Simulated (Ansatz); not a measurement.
## A hypothetical structure for Na3V

This structure for Na3V is made up. Its elements were placed in a known structure type with a cell scaled to their sizes. What cell does the guess relax to, and how far off was it?

Program: Ansatz 0.2.0. Level of theory: DFT, PBEsol, plane-wave PAW, files of the set soft_1, scalar-relativistic, ferromagnetic start, cell and ions relaxed at zero pressure; PAW set soft_1, in the first sound run; inputs show where later runs differ. Results are calculated unless marked as measured.

**1. Starting point**

It takes space group Fm-3m (No. 225, cubic). The conventional cell has a = 7.570 Å, b = 7.570 Å, c = 7.570 Å, α = 90.00°, β = 90.00°, γ = 90.00°. V has 8 Na at 3.28 Å nearest. Nearest to Na lie 4 V at 3.28 Å and 4 Na at 3.28 Å. Nearest to Na lie 8 Na at 3.28 Å. Farther neighbours are not listed.

**2. Relaxation of the guess**

The guess takes its coordinates from another compound and its volume from a rule, so the cell and any free coordinates are relaxed together.

The input, input.yaml:

```yaml
crystal:
  lattice:
    - [0.0, 3.785, 3.785]
    - [3.785, 0.0, 3.785]
    - [3.785, 3.785, 0.0]
  atoms:
    - { symbol: V, position: [0.0, 0.0, 0.0], spin: 2.0 }
    - { symbol: Na, position: [0.75, 0.75, 0.75] }
    - { symbol: Na, position: [0.25, 0.25, 0.25] }
    - { symbol: Na, position: [0.5, 0.5, 0.5] }
magnetization:
  spin_polarized: true
kpoints:
  mp_grid: { grid: [6, 6, 6] }
scf:
  occupations: { method: fermi_dirac, width: 0.05 }
hamiltonian:
  xc: pbesol
  pseudopotentials: { kind: paw, azcp: { folder: soft_1 }, xc_functional: pbe }
relax:
  f_tol: 0.015
  max_steps: 70
  cell: {}
output:
  forces: true
  stress: true
```

Started as:

```
$ ansatz run input.yaml --threads 4 --pin off --max-ram 8192MiB --backend cpu --events-out ev --progress --plain --runs-dir out
```

Numbers of over 12 decimals in the logs are rounded to 6 here.

The log of the run:

```text
Engine: ansatz 0.2.0, x86_64-unknown-linux-gnu
Pseudopotentials: kind: paw
Pseudopotential: V, paw, valence charge 13, recommended cutoff 420 eV (normal), soft_1/V.paw.azcp
Pseudopotential: Na, paw, valence charge 9, recommended cutoff 420 eV (normal), soft_1/Na.paw.azcp
Functional definition: PBEsol
  exchange = pbesol_x
  correlation = pbesol_c
Crystal: 4 atoms, lattice volume = 108.450 Å³
Basis set: ecut = 420 eV, 2109 PW (Γ), exchange–correlation on 72×72×72 points (8 copies of the dense FFT grid, shifted against one another)
Bands: 26, of which v1, the nominal top of the filled ones, is band 20 counted from 1 (19 counted from 0)
Symmetry: 48 space group operations
Space group: Fm-3m (ITA 225), of the structure as read, at distance tolerance 4.8e-5 Å
Magnetic group: BNS 225.116 (UNI 1618), of the structure as read, at distance tolerance 4.8e-5 Å
k-points: 16 of 216
Non-local potential: V, projectors of the file, l = 0: 3, l = 1: 2, l = 2: 3, l = 3: 1
Non-local potential: Na, projectors of the file, l = 0: 3, l = 1: 2, l = 2: 1
PAW form: soft (Blöchl's): semilocal exchange-correlation on the pseudo side does not see the compensation charge
PAW frozen core: V, regenerated for the run's functional, and the local potential with it (the file was generated under x = pbe(κ = 0.804, μ = 0.219515), c = pbe(β = 0.066725))
PAW frozen core: Na, regenerated for the run's functional, and the local potential with it (the file was generated under x = pbe(κ = 0.804, μ = 0.219515), c = pbe(β = 0.066725))
PAW one-centre angular grid: V, 590 points (default); XC on 64 Gauss nodes
PAW one-centre angular grid: Na, 110 points (default); XC on 64 Gauss nodes
Initial density: superposition of atomic densities (chi_scale 0.1, normalization cell, long waves kept (reshape's long-wave potential 0.00 eV rms))
Starting moments: Σ|m| = 2 μB on 1 of 4 sites
Initial wavefunctions: pseudopotential atomic-orbital guess
Functional: x = pbesol(κ = 0.804, μ = 0.123457), c = pbesol(β = 0.046)
iter 1 solved again at ethr=3.03e-3 eV; its pass at ethr=3.10e-3 eV (dr2=1.21e0 eV) is discarded
SCF iter   1: F=—  HF=-7308.846613 eV  |F-HF|=—  |Δ(HF+E_count)|=         —  Δρ=2.25e-2 (↑8.46e-3 ↓2.25e-2)  dr2=1.21e0  dr2_m=1.11e-1  M=2.840 μB ∫|m|=2.841 μB  β_m=0.30  ethr=3.03e-3  ⟨swp⟩=1.0  Hψ=4011  notcnv=0
Mixer restart at iter 1: flushing history
preconditioner: auto → Kerker (q_TF=auto, 2.310 Å⁻¹)  [metal: Δε(μ)=0.008 eV  Ē_g=2.530 eV  σ=0.050 eV  W_gap=0.04  n_scr=14 (ndim 8)  ℏωp=10.1 eV  f_vac=0.000  D(μ)=8.96/eV (n_scr^D=112)]
spin=Collinear: Kerker preconditioning applied to the charge; magnetization (m = ρ↑ − ρ↓) channel mixes plain (no charge-response kernel on spin).
SCF iter   2: F=—  HF=-7308.595670 eV  |F-HF|=—  |Δ(HF+E_count)|=   2.51e-1  Δρ=1.70e-2 (↑1.37e-2 ↓1.70e-2)  dr2=1.62e-1  dr2_m=2.10e-1  M=3.060 μB ∫|m|=3.062 μB  β_m=0.46  ethr=3.03e-3  ⟨swp⟩=2.0  Hψ=1085  notcnv=0
SCF iter   3: F=—  HF=-7309.148859 eV  |F-HF|=—  |Δ(HF+E_count)|=         —  Δρ=3.88e-2 (↑3.88e-2 ↓1.78e-2)  dr2=6.85e-1  dr2_m=7.81e-1  M=4.121 μB ∫|m|=4.121 μB  β_m=0.46  ethr=4.04e-4  ⟨swp⟩=2.1  Hψ=1161  notcnv=0
Mixer restart at iter 3: flushing history
SCF iter   4: F=—  HF=-7309.444827 eV  |F-HF|=—  |Δ(HF+E_count)|=   2.96e-1  Δρ=1.59e-2 (↑1.59e-2 ↓9.51e-3)  dr2=1.22e-1  dr2_m=1.57e-1  M=4.222 μB ∫|m|=4.222 μB  β_m=0.61  ethr=4.04e-4  ⟨swp⟩=2.8  Hψ=1788  notcnv=0
SCF iter   5: F=—  HF=-7309.542482 eV  |F-HF|=—  |Δ(HF+E_count)|=   9.77e-2  Δρ=7.69e-3 (↑7.69e-3 ↓2.17e-3)  dr2=1.08e-1  dr2_m=2.07e-2  M=4.468 μB ∫|m|=4.468 μB  β_m=0.67  ethr=3.06e-4  ⟨swp⟩=2.2  Hψ=1235  notcnv=0
SCF iter   6: F=—  HF=-7309.551174 eV  |F-HF|=—  |Δ(HF+E_count)|=   8.69e-3  Δρ=2.53e-3 (↑2.53e-3 ↓1.47e-3)  dr2=7.55e-3  dr2_m=2.91e-3  M=4.571 μB ∫|m|=4.571 μB  β_m=0.84  ethr=2.70e-4  ⟨swp⟩=2.4  Hψ=1187  notcnv=0  defer=3
SCF iter   7: F=—  HF=-7309.555117 eV  |F-HF|=—  |Δ(HF+E_count)|=   3.94e-3  Δρ=8.53e-4 (↑8.53e-4 ↓2.65e-4)  dr2=8.91e-4  dr2_m=1.85e-4  M=4.606 μB ∫|m|=4.606 μB  β_m=0.92  ethr=1.89e-5  ⟨swp⟩=2.0  Hψ=1697  notcnv=0  defer=8
SCF iter   8: F=—  HF=-7309.555664 eV  |F-HF|=—  |Δ(HF+E_count)|=   5.47e-4  Δρ=3.13e-4 (↑3.13e-4 ↓1.10e-4)  dr2=2.32e-4  dr2_m=2.70e-5  M=4.627 μB ∫|m|=4.627 μB  β_m=0.96  ethr=2.23e-6  ⟨swp⟩=2.1  Hψ=1550  notcnv=0  defer=8
SCF iter   9: F=—  HF=-7309.555668 eV  |F-HF|=—  |Δ(HF+E_count)|=   4.11e-6  Δρ=1.24e-4 (↑1.24e-4 ↓4.95e-5)  dr2=4.21e-5  dr2_m=3.62e-6  M=4.633 μB ∫|m|=4.633 μB  β_m=0.96  ethr=5.80e-7  ⟨swp⟩=1.9  Hψ=988  notcnv=0  defer=8
SCF iter  10: F=—  HF=-7309.555659 eV  |F-HF|=—  |Δ(HF+E_count)|=   9.43e-6  Δρ=7.00e-5 (↑7.00e-5 ↓2.46e-5)  dr2=8.18e-6  dr2_m=1.64e-6  M=4.634 μB ∫|m|=4.634 μB  β_m=0.98  ethr=1.05e-7  ⟨swp⟩=2.4  Hψ=1092  notcnv=0  defer=8
SCF iter  11: F=—  HF=-7309.555662 eV  |F-HF|=—  |Δ(HF+E_count)|=   3.39e-6  Δρ=3.51e-5 (↑3.51e-5 ↓1.07e-5)  dr2=2.08e-6  dr2_m=4.09e-7  M=4.632 μB ∫|m|=4.632 μB  β_m=0.99  ethr=2.05e-8  ⟨swp⟩=2.0  Hψ=963  notcnv=0  defer=8
SCF iter  12: F=—  HF=-7309.555663 eV  |F-HF|=—  |Δ(HF+E_count)|=   4.56e-7  Δρ=3.96e-6 (↑3.96e-6 ↓1.32e-6)  dr2=4.17e-8  dr2_m=3.50e-9  M=4.631 μB ∫|m|=4.631 μB  β_m=1.00  ethr=5.21e-9  ⟨swp⟩=2.0  Hψ=969  notcnv=0  defer=8
SCF iter  13: F=-7309.555663 eV  HF=-7309.555663 eV  |F-HF|=3.40e-8  |Δ(HF+E_count)|=  3.27e-10  Δρ=4.44e-6 (↑4.44e-6 ↓6.52e-7)  dr2=3.79e-8  dr2_m=5.12e-9  M=4.631 μB ∫|m|=4.631 μB  ethr=1.04e-10  ⟨swp⟩=2.0  Hψ=2455  notcnv=0
SCF 1 converged in 13 iterations: F = -7309.555663 eV  dr2 = 3.79e-8
  greatest PAW one-centre occupation: 0.999 electrons in one spin orbital (limit 2), on the V atom at site 0 (counted from 0), in its partial waves of l = 0
relax step   1: F+E_penalty+E_count = -7309.55566282 eV  Δ(F+E_penalty+E_count) = +0.000e0 eV  max|allowed force component| = 1.156e-18 eV/Å  Δτ_max = 0.0000 Å  P = +0.863 GPa  Ω = 108.450 Å³  (13 SCF iters, dr2 threshold 1.00e-7 eV, accepted)
Crystal: 4 atoms, lattice volume = 110.827 Å³
Initial density: handed on by an earlier stage of this run
Starting moments: Σ|m| = 2 μB on 1 of 4 sites; this step starts from the density that it was given
Initial wavefunctions: those handed on with the density
iter 1 solved again at ethr=8.34e-8 eV; its pass at ethr=3.10e-3 eV (dr2=3.33e-5 eV) is discarded
SCF iter   1: F=—  HF=-7309.565262 eV  |F-HF|=—  |Δ(HF+E_count)|=         —  Δρ=3.49e-4 (↑3.49e-4 ↓2.66e-4)  dr2=4.03e-5  dr2_m=8.85e-5  M=4.656 μB ∫|m|=4.656 μB  β_m=0.65  ethr=8.34e-8  ⟨swp⟩=3.1  Hψ=4889  notcnv=0
preconditioner: auto → none  [metal: Δε(μ)=0.018 eV  Ē_g=3.157 eV  σ=0.050 eV  W_gap=0.09  n_scr=8 (ndim 8)  ℏωp=10.0 eV  f_vac=0.000  D(μ)=5.84/eV (n_scr^D=58)]
SCF iter   2: F=—  HF=-7309.565453 eV  |F-HF|=—  |Δ(HF+E_count)|=   1.91e-4  Δρ=1.53e-4 (↑1.53e-4 ↓1.34e-4)  dr2=3.09e-6  dr2_m=1.98e-5  M=4.650 μB ∫|m|=4.650 μB  β_m=0.65  ethr=8.34e-8  ⟨swp⟩=2.0  Hψ=1209  notcnv=0
SCF iter   3: F=—  HF=-7309.565523 eV  |F-HF|=—  |Δ(HF+E_count)|=   6.97e-5  Δρ=7.57e-5 (↑7.57e-5 ↓3.98e-5)  dr2=7.78e-6  dr2_m=2.25e-6  M=4.643 μB ∫|m|=4.643 μB  β_m=0.56  ethr=7.74e-9  ⟨swp⟩=2.3  Hψ=1500  notcnv=0
SCF iter   4: F=—  HF=-7309.565536 eV  |F-HF|=—  |Δ(HF+E_count)|=   1.27e-5  Δρ=3.03e-5 (↑3.00e-5 ↓3.03e-5)  dr2=2.38e-7  dr2_m=8.85e-7  M=4.641 μB ∫|m|=4.641 μB  β_m=0.78  ethr=7.74e-9  ⟨swp⟩=2.0  Hψ=1489  notcnv=0
SCF iter   5: F=—  HF=-7309.565548 eV  |F-HF|=—  |Δ(HF+E_count)|=   1.19e-5  Δρ=3.08e-5 (↑3.08e-5 ↓1.15e-5)  dr2=1.38e-6  dr2_m=3.34e-7  M=4.637 μB ∫|m|=4.637 μB  β_m=0.78  ethr=5.95e-10  ⟨swp⟩=3.0  Hψ=1543  notcnv=0
SCF iter   6: F=—  HF=-7309.565554 eV  |F-HF|=—  |Δ(HF+E_count)|=   6.16e-6  Δρ=1.05e-5 (↑1.05e-5 ↓2.92e-6)  dr2=1.44e-7  dr2_m=3.98e-8  M=4.634 μB ∫|m|=4.634 μB  β_m=0.89  ethr=5.95e-10  ⟨swp⟩=2.8  Hψ=1569  notcnv=0
SCF iter   7: F=-7309.565554 eV  HF=-7309.565554 eV  |F-HF|=2.15e-8  |Δ(HF+E_count)|=   4.03e-7  Δρ=3.60e-6 (↑3.60e-6 ↓7.34e-7)  dr2=2.45e-8  dr2_m=3.47e-9  M=4.633 μB ∫|m|=4.633 μB  ethr=3.60e-10  ⟨swp⟩=2.2  Hψ=2671  notcnv=0
SCF 2 converged in 7 iterations: F = -7309.565554 eV  dr2 = 2.45e-8
relax step   2: F+E_penalty+E_count = -7309.56555422 eV  Δ(F+E_penalty+E_count) = -9.891e-3 eV  max|allowed force component| = 7.806e-18 eV/Å  Δτ_max = 0.0000 Å  P = +0.490 GPa  Ω = 110.827 Å³  energy of the carried Pulay correction = -1.025e-4 eV  (7 SCF iters, dr2 threshold 4.00e-7 eV, accepted)
Crystal: 4 atoms, lattice volume = 114.110 Å³
Basis set: ecut = 420 eV, 2229 PW (Γ), exchange–correlation on 72×72×72 points (8 copies of the dense FFT grid, shifted against one another)
iter 1 solved again at ethr=1.53e-7 eV; its pass at ethr=3.10e-3 eV (dr2=6.14e-5 eV) is discarded
SCF iter   1: F=—  HF=-7309.570129 eV  |F-HF|=—  |Δ(HF+E_count)|=         —  Δρ=4.65e-4 (↑4.65e-4 ↓3.58e-4)  dr2=6.83e-5  dr2_m=1.64e-4  M=4.666 μB ∫|m|=4.666 μB  β_m=0.65  ethr=1.53e-7  ⟨swp⟩=3.0  Hψ=4781  notcnv=0
preconditioner: auto → none  [metal: Δε(μ)=0.011 eV  Ē_g=3.120 eV  σ=0.050 eV  W_gap=0.06  n_scr=8 (ndim 8)  ℏωp=9.8 eV  f_vac=0.000  D(μ)=5.92/eV (n_scr^D=58)]
SCF iter   2: F=—  HF=-7309.570488 eV  |F-HF|=—  |Δ(HF+E_count)|=   3.59e-4  Δρ=2.04e-4 (↑2.04e-4 ↓1.79e-4)  dr2=6.03e-6  dr2_m=3.61e-5  M=4.657 μB ∫|m|=4.657 μB  β_m=0.65  ethr=1.53e-7  ⟨swp⟩=2.0  Hψ=1211  notcnv=0
SCF iter   3: F=—  HF=-7309.570613 eV  |F-HF|=—  |Δ(HF+E_count)|=   1.26e-4  Δρ=1.08e-4 (↑1.08e-4 ↓5.39e-5)  dr2=1.71e-5  dr2_m=4.38e-6  M=4.648 μB ∫|m|=4.648 μB  β_m=0.55  ethr=1.51e-8  ⟨swp⟩=2.2  Hψ=1495  notcnv=0
SCF iter   4: F=—  HF=-7309.570636 eV  |F-HF|=—  |Δ(HF+E_count)|=   2.34e-5  Δρ=4.01e-5 (↑3.89e-5 ↓4.01e-5)  dr2=4.37e-7  dr2_m=1.56e-6  M=4.646 μB ∫|m|=4.646 μB  β_m=0.77  ethr=1.51e-8  ⟨swp⟩=2.1  Hψ=1491  notcnv=0
SCF iter   5: F=—  HF=-7309.570657 eV  |F-HF|=—  |Δ(HF+E_count)|=   2.10e-5  Δρ=3.83e-5 (↑3.83e-5 ↓1.51e-5)  dr2=2.25e-6  dr2_m=5.43e-7  M=4.641 μB ∫|m|=4.641 μB  β_m=0.77  ethr=1.09e-9  ⟨swp⟩=3.0  Hψ=1543  notcnv=0
SCF iter   6: F=—  HF=-7309.570668 eV  |F-HF|=—  |Δ(HF+E_count)|=   1.08e-5  Δρ=1.43e-5 (↑1.43e-5 ↓4.31e-6)  dr2=2.64e-7  dr2_m=7.35e-8  M=4.636 μB ∫|m|=4.636 μB  β_m=0.82  ethr=1.09e-9  ⟨swp⟩=2.8  Hψ=1560  notcnv=0
SCF iter   7: F=—  HF=-7309.570669 eV  |F-HF|=—  |Δ(HF+E_count)|=   6.71e-7  Δρ=4.84e-6 (↑4.84e-6 ↓1.47e-6)  dr2=3.56e-8  dr2_m=8.05e-9  M=4.635 μB ∫|m|=4.635 μB  β_m=0.80  ethr=6.59e-10  ⟨swp⟩=2.1  Hψ=1370  notcnv=0
SCF iter   8: F=-7309.570669 eV  HF=-7309.570669 eV  |F-HF|=1.12e-9  |Δ(HF+E_count)|=   8.27e-8  Δρ=9.31e-7 (↑9.31e-7 ↓2.33e-7)  dr2=1.70e-9  dr2_m=2.56e-10  M=4.635 μB ∫|m|=4.635 μB  ethr=8.91e-11  ⟨swp⟩=1.9  Hψ=2532  notcnv=0
SCF 3 converged in 8 iterations: F = -7309.570669 eV  dr2 = 1.70e-9
relax step   3: F+E_penalty+E_count = -7309.57066903 eV  Δ(F+E_penalty+E_count) = -5.115e-3 eV  max|allowed force component| = 1.258e-17 eV/Å  Δτ_max = 0.0000 Å  P = +0.033 GPa  Ω = 114.110 Å³  energy of the carried Pulay correction = -2.405e-4 eV  (8 SCF iters, dr2 threshold 4.00e-7 eV, accepted)
Basis set: ecut = 420 eV, 2229 PW (Γ), exchange–correlation on 80×80×80 points (8 copies of the dense FFT grid, shifted against one another)
Initial wavefunctions: pseudopotential atomic-orbital guess (no wavefunctions were taken with the density)
iter 1 solved again at ethr=2.63e-8 eV; its pass at ethr=3.10e-3 eV (dr2=1.05e-5 eV) is discarded
SCF iter   1: F=—  HF=-7309.570982 eV  |F-HF|=—  |Δ(HF+E_count)|=         —  Δρ=3.32e-4 (↑3.32e-4 ↓1.95e-4)  dr2=6.79e-6  dr2_m=5.84e-6  M=4.636 μB ∫|m|=4.636 μB  β_m=0.65  ethr=2.63e-8  ⟨swp⟩=4.2  Hψ=5267  notcnv=0
preconditioner: auto → none  [metal: Δε(μ)=0.018 eV  Ē_g=3.104 eV  σ=0.050 eV  W_gap=0.09  n_scr=8 (ndim 8)  ℏωp=9.8 eV  f_vac=0.000  D(μ)=6.09/eV (n_scr^D=58)]
SCF iter   2: F=—  HF=-7309.570973 eV  |F-HF|=—  |Δ(HF+E_count)|=   8.91e-6  Δρ=1.17e-4 (↑1.17e-4 ↓6.81e-5)  dr2=1.02e-6  dr2_m=7.50e-7  M=4.635 μB ∫|m|=4.635 μB  β_m=0.63  ethr=1.70e-8  ⟨swp⟩=2.1  Hψ=1017  notcnv=0
SCF iter   3: F=—  HF=-7309.570953 eV  |F-HF|=—  |Δ(HF+E_count)|=   2.05e-5  Δρ=2.11e-5 (↑2.11e-5 ↓7.70e-6)  dr2=5.69e-7  dr2_m=6.13e-8  M=4.635 μB ∫|m|=4.635 μB  β_m=0.50  ethr=2.54e-9  ⟨swp⟩=2.0  Hψ=1488  notcnv=0
SCF iter   4: F=—  HF=-7309.570952 eV  |F-HF|=—  |Δ(HF+E_count)|=   2.83e-7  Δρ=2.40e-6 (↑2.40e-6 ↓1.69e-6)  dr2=6.78e-9  dr2_m=2.87e-9  M=4.635 μB ∫|m|=4.635 μB  β_m=0.62  ethr=1.42e-9  ⟨swp⟩=2.0  Hψ=1480  notcnv=0
SCF iter   5: F=—  HF=-7309.570952 eV  |F-HF|=—  |Δ(HF+E_count)|=   1.96e-8  Δρ=9.20e-7 (↑9.20e-7 ↓6.47e-7)  dr2=4.76e-10  dr2_m=5.10e-10  M=4.635 μB ∫|m|=4.635 μB  β_m=0.59  ethr=1.69e-11  ⟨swp⟩=2.5  Hψ=1199  notcnv=0
SCF iter   6: F=—  HF=-7309.570937 eV  |F-HF|=—  |Δ(HF+E_count)|=   1.51e-5  Δρ=5.09e-7 (↑5.09e-7 ↓3.33e-7)  dr2=1.35e-10  dr2_m=1.25e-10  M=4.635 μB ∫|m|=4.635 μB  β_m=0.71  ethr=1.19e-12  ⟨swp⟩=3.0  Hψ=1532  notcnv=0
SCF iter   7: F=—  HF=-7309.570937 eV  |F-HF|=—  |Δ(HF+E_count)|=  9.55e-10  Δρ=2.57e-7 (↑2.57e-7 ↓1.75e-7)  dr2=3.64e-11  dr2_m=3.55e-11  M=4.635 μB ∫|m|=4.635 μB  β_m=0.85  ethr=1.00e-12  ⟨swp⟩=2.0  Hψ=955  notcnv=0
SCF iter   8: F=-7309.570937 eV  HF=-7309.570937 eV  |F-HF|=6.37e-12  |Δ(HF+E_count)|=  3.05e-10  Δρ=5.05e-8 (↑5.05e-8 ↓3.16e-8)  dr2=2.29e-12  dr2_m=1.07e-12  M=4.635 μB ∫|m|=4.635 μB  ethr=1.00e-12  ⟨swp⟩=2.8  Hψ=2596  notcnv=0
SCF 4 converged in 8 iterations: F = -7309.570937 eV  dr2 = 2.29e-12
relax step   4: F+E_penalty+E_count = -7309.57093728 eV  Δ(F+E_penalty+E_count) = -2.682e-4 eV  max|allowed force component| = 1.532e-17 eV/Å  Δτ_max = 0.0000 Å  P = +0.035 GPa  Ω = 114.110 Å³  stress off target by 3.53e-2 GPa  SCF on the basis re-selected at this cell (its energy is not comparable with the rows above)  (8 SCF iters)
basis re-selected at this cell: Δ(F+E_penalty+E_count) = -2.682e-4 eV, ΔP = +0.002 GPa vs the last step (what re-selecting the basis moved, of the pressure what is left beyond the Pulay correction that the steps carried, after the strain that the cell walked since its last selection, with what the two solves' SCF thresholds leave and, on support functions, any second-order correction that the steps lacked; it is no measure of the basis error at this ecutwfc). The dense FFT grid was sized anew with the basis: this SCF ran on 40×40×40 points, the steps before it on 36×36×36, so part of this shift can come from that change (see relax.cell in the input reference). [rest of the remark cut]
SCF converged after 8 iterations
Magnetization: 4.6351 μB (22.3176 up, 17.6824 down)
Absolute magnetization: 4.6351 μB (∫|ρ↑−ρ↓|, with the PAW one-centre terms)
Spin contamination: 0.0408 ħ² per cell (⟨S²⟩ above its minimum at these occupations)
Per-site moments (μB) at R_I (Å): [(3.520991, 1.375265), (0.100785, 1.375265), (0.100785, 1.375265), (0.044929, 1.375265)]
Free energy (F): -7309.570937 eV
Harris-Foulkes:  -7309.570937 eV  (|F-HF|=6.37e-12)
Internal energy: -7309.521903 eV  (E = F + TS)
E sigma→0 (E₀):  -7309.546420 eV
Entropy (-TS):   -0.049034 eV (-12.259 meV/atom)
Fermi energy:    3.586607 eV
--- Per-component energies (eV) ---
  E_band       = -959.011034
  E_kinetic    = 634.324490
  E_local      = -6141.349160  (includes V_loc(G=0)·N_el)
  E_nonlocal   = 927.752398
  E_hartree    = 2206.345929
  E_xc         = -218.225596
  E_vxc        = -279.505181  (∫ρ·V_xc dr)
  E_paw        = -1954.862467  (= ΣΔE_a)
  E_vpaw       = -512.926354  (= ΣTr[D̂ρ^β])
  E_aug_tail   = 0.001004  (compensation charges beyond the density's cutoff)
  E_ewald      = -2763.822263
  E_core_change = 0.313761  (= ΣΔE_core)
  E_smearing   = -0.049034  (= −TS)
  E_closure    = -0.000000  (closes the sum)
  Σ components = -7309.570937   (vs F -7309.570937, Δ=0.00e0)
--- Forces (eV/Å), atoms counted from 1 ---
  atom   1  V     -0.00000000    -0.00000000     0.00000000
  atom   2  Na    -0.00000000    -0.00000000    -0.00000000
  atom   3  Na     0.00000000     0.00000000     0.00000000
  atom   4  Na     0.00000000     0.00000000     0.00000000
  max |Σ_I F_I| component: 1.73e-18 eV/Å
--- Stress (GPa, compression-positive) ---
        0.035312       0.000000       0.000000
        0.000000       0.035312      -0.000000
        0.000000       0.000000       0.035312
  P = ⅓ Tr σ = 0.0353 GPa (0.353 kbar)
--- Relaxed structure (3 steps of the walk, 3 accepted, 1 SCFs on fresh bases) ---
  F+E_penalty+E_count = -7309.57093728 eV   max|allowed force component| = 1.532e-17 eV/Å   (the final SCF, on the basis selected at the relaxed cell)
  cell:  # Å, volume = 114.1105 Å³
    - [0, 3.849744, 3.849744]
    - [3.849744, 0, 3.849744]
    - [3.849744, 3.849744, 0]
  atoms:
    - { symbol: V, position: [0, 0, 0] }
    - { symbol: Na, position: [0.75, 0.75, 0.75] }
    - { symbol: Na, position: [0.25, 0.25, 0.25] }
    - { symbol: Na, position: [0.5, 0.5, 0.5] }
```

Run time: 3.4 s. Hardware: 4 threads of Intel Xeon 6975P-C (Granite Rapids), shared host; peak memory 0.54 GiB; 11 s of CPU time.

The steps of the relaxation:

| step | energy less that of the first step (eV) | largest force component (eV/Å) | pressure (GPa) | volume (Å³) |
| --- | --- | --- | --- | --- |
| 1 | 0.0000 | 0.0000 | 0.86 | 108.45 |
| 2 | -0.0099 | 0.0000 | 0.49 | 110.83 |
| 3 | -0.0150 | 0.0000 | 0.03 | 114.11 |
| 4* | -0.0153 | 0.0000 | 0.04 | 114.11 |

Relaxation steps marked * repeat the geometry before them on a plane-wave basis chosen anew for their cell, so energy and pressure can jump there.

Forces are held to the 48 operations that the run works with; a distortion that breaks them can't arise in this run.

| conventional cell, symmetrised | before | after | change |
| --- | --- | --- | --- |
| a (Å) | 7.570 | 7.699 | +1.7 % |
| b (Å) | 7.570 | 7.699 | +1.7 % |
| c (Å) | 7.570 | 7.699 | +1.7 % |
| volume (Å³/atom) | 27.11 | 28.53 | +5.2 % |

The relaxed structure:

```xyz
4
Lattice="0.0000 3.8497 3.8497 3.8497 0.0000 3.8497 3.8497 3.8497 0.0000" Properties=species:S:1:pos:R:3 pbc="T T T"
V     0.0000    0.0000    0.0000
Na    5.7746    5.7746    5.7746
Na    1.9249    1.9249    1.9249
Na    3.8497    3.8497    3.8497
```

Numbers from this step:

| Quantity | Value |
| --- | --- |
| free energy | -7309.5709 eV |
| energy at zero smearing | -7309.5464 eV |
| smearing term TS | 0.04903 eV |
| Fermi energy | 3.587 eV |
| magnetization | 4.635 μB |
| absolute magnetization | 4.635 μB |
| site moments | 3.521, 0.1008, 0.1008, 0.04493 μB |
| electrons | 40 |
| symmetry operations | 48 |
| pressure | 0.03531 GPa |

Site moment by atom:

| atom | site moment (μB) |
| --- | --- |
| V1 | 3.52 |
| Na2 | 0.10 |
| Na3 | 0.10 |
| Na4 | 0.04 |

Shortest distances by pair of elements, guess and relaxed (not always the same contact):

| pair | guess (Å) | relaxed (Å) |
| --- | --- | --- |
| Na–V | 3.278 | 3.334 |
| Na–Na | 3.278 | 3.334 |
| V–V | 5.353 | 5.444 |

The relaxation ends with a pressure of 0.04 GPa.

[end of part 1 of 2]

[Logs are printed without paths, hosts, clocks, repeated set-up lines and the standing remarks that a program may print on its own settings, such as how far it seeks lower states.]

[Hosts, paths, dates, database ids (printed as entryN), source tags and the programs' standing remarks are cut or masked in the printed files.]
